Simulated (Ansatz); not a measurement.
# AlN (P6_3mc): modes against biaxial strain in the (0001) plane, that of a and b, part 4 of 4

Wanted: the shifts of the zone-centre modes of AlN (P6_3mc) with strain.

Ansatz 0.2.0; DFT LDA, scalar-relativistic, plane waves, PAW; PAW set soft_1.

So far, highest optical mode at the zone centre (no LO-TO term) (cm⁻¹): step 4 (zone-centre response at rest) 730; step 6 (strain 4 %) 703; step 8 (strain -4 %) 768.

The database entry behind the starting cell differs from later determinations by our own check (inner coordinate u about 0.002 short), so it need not match the best structure at ambient conditions.

## 9. The series together

The members are set side by side, also those not shown above.

Stress is positive in compression; energies are extrapolated to zero smearing, and E0 is that at rest; the axis is the normal of the plane; the edges not held and the atoms are relaxed in each cell. State of the crystal along the series:

```
strain (%)  in-plane stress (GPa)  free strain along c (%)  E - E0 (meV/atom)  gap on mesh (eV)  ε∞ along the axis  ε∞ across the axis, mean  ε0 along the axis  ε0 across the axis, mean  largest Born charge in size, a third of the trace (e)  top mode with the field, highest of q along x, y and z (cm⁻¹)
        -4                  22.09                    2.223              52.86             4.577              4.646                     4.322              8.823                     7.537                                                  2.561                                                          975.4
        -3                  15.94                    1.698              29.08             4.732              4.629                     4.335              8.972                     7.627                                                  2.563                                                          961.3
        -2                  10.23                    1.155              12.63             4.766               4.62                     4.351              9.135                     7.737                                                  2.567                                                          946.7
        -1                  4.918                   0.5897              3.083             4.627              4.617                     4.373              9.315                     7.864                                                  2.572                                                          931.6
         0              -0.001963                        0                  0             4.416              4.621                     4.399              9.511                     8.013                                                  2.578                                                          916.3
         1                 -4.531                  -0.6254              2.963             4.205              4.632                     4.428              9.727                     8.179                                                  2.585                                                          900.8
         2                 -8.683                   -1.294              11.45             3.997              4.649                     4.461              9.971                     8.365                                                  2.594                                                          885.2
         3                 -12.45                   -2.022              25.06             3.794              4.674                     4.497              10.25                      8.57                                                  2.603                                                          869.9
         4                 -15.82                   -2.837               43.3             3.597              4.706                     4.536              10.59                     8.791                                                  2.615                                                            855
```

Without the LO-TO term; optical modes are counted from below at rest and tracked from member to member by their patterns, and modes that stay within 0.3 cm⁻¹ of each other stand once; labels, where given, are those at rest; the edges not held and the atoms are relaxed in each cell. Optical modes along the series:

```
strain (%)  optical mode 1 E2 (cm⁻¹)  optical mode 2 B1 (cm⁻¹)  optical mode 3 A1 (cm⁻¹)  optical mode 4 E2 (cm⁻¹)  optical mode 5 E1 (cm⁻¹)  optical mode 6 B1 (cm⁻¹)
        -4                     219.8                     597.1                     683.8                     729.1                     738.7                     768.1
        -3                     225.3                       586                     666.7                     714.5                     724.7                     757.4
        -2                     230.5                       575                     650.6                     699.2                       710                     747.4
        -1                     235.2                     564.2                     635.3                     683.6                     694.7                     738.3
         0                     239.5                     553.6                     620.9                     667.5                     678.9                     729.8
         1                     243.6                       543                     607.3                     651.3                     662.8                     722.1
         2                     247.4                     532.5                     594.3                     635.1                     646.4                       715
         3                     251.2                     521.9                     581.4                     619.1                     630.1                     708.6
         4                       255                     510.9                     568.3                     603.7                     614.2                     702.5
```

Value and slope at zero strain of a cubic (a lower polynomial where under five rows exist) through the rows within 2 % of rest. Slopes at rest:

```
             mode  frequency (cm⁻¹)  shift per percent of strain (cm⁻¹)  shift per GPa of compressive stress (cm⁻¹)
optical mode 1 E2             239.5                                 4.2                                       -0.89
optical mode 2 B1             553.6                              -10.61                                        2.25
optical mode 3 A1             620.9                              -13.99                                        2.96
optical mode 4 E2             667.5                              -16.17                                        3.42
optical mode 5 E1             678.9                                 -16                                        3.39
optical mode 6 B1             729.8                               -8.07                                        1.71
```

## 10. What came out

```yaml
members: 9
highest_optical_mode_at_the_zone_centre_no_lo_to_term_at_rest: 729.8 cm⁻¹
biaxial_modulus_in_the_0001_plane_that_of_a_and_b: 472 GPa
optical_mode_3_a1_shift_per_percent: -13.99 cm⁻¹
optical_mode_4_e2_shift_per_percent: -16.17 cm⁻¹
optical_mode_5_e1_shift_per_percent: -16.00 cm⁻¹
optical_mode_6_b1_shift_per_percent: -8.07 cm⁻¹
```

In words: The stress changes by 4.72 GPa for each percent, a biaxial modulus of 472 GPa in the (0001) plane, that of a and b. For each percent the free edge responds with -0.61 %. The fastest shift in the table of slopes is -16.2 cm⁻¹ for each percent (optical mode 4 E2), or 3.4 cm⁻¹ for each GPa of compressive stress. For small strain, the measured shift of a line that Raman or infrared light can see, divided by its slope, estimates the stress, if the state of stress is of this kind. For infrared-active modes these slopes hold for the transverse lines; longitudinal ones carry the field and shift otherwise. These are harmonic frequencies at zero temperature: anharmonic shifts, linewidths and thermal expansion are left out. The PAW files were made for PBE; the program adapts parts of them to the functional of the run, but their partial waves stay those of PBE, an approximation that was not tested in this session. Only the zone centre was solved, so an instability at another wavevector cannot show here.

[Logs are printed without paths, hosts, clocks, repeated set-up lines and the standing remarks that a program may print on its own settings, such as how far it seeks lower states.]

[Hosts, paths, dates, database ids (printed as entryN), source tags and the programs' standing remarks are cut or masked in the printed files.]
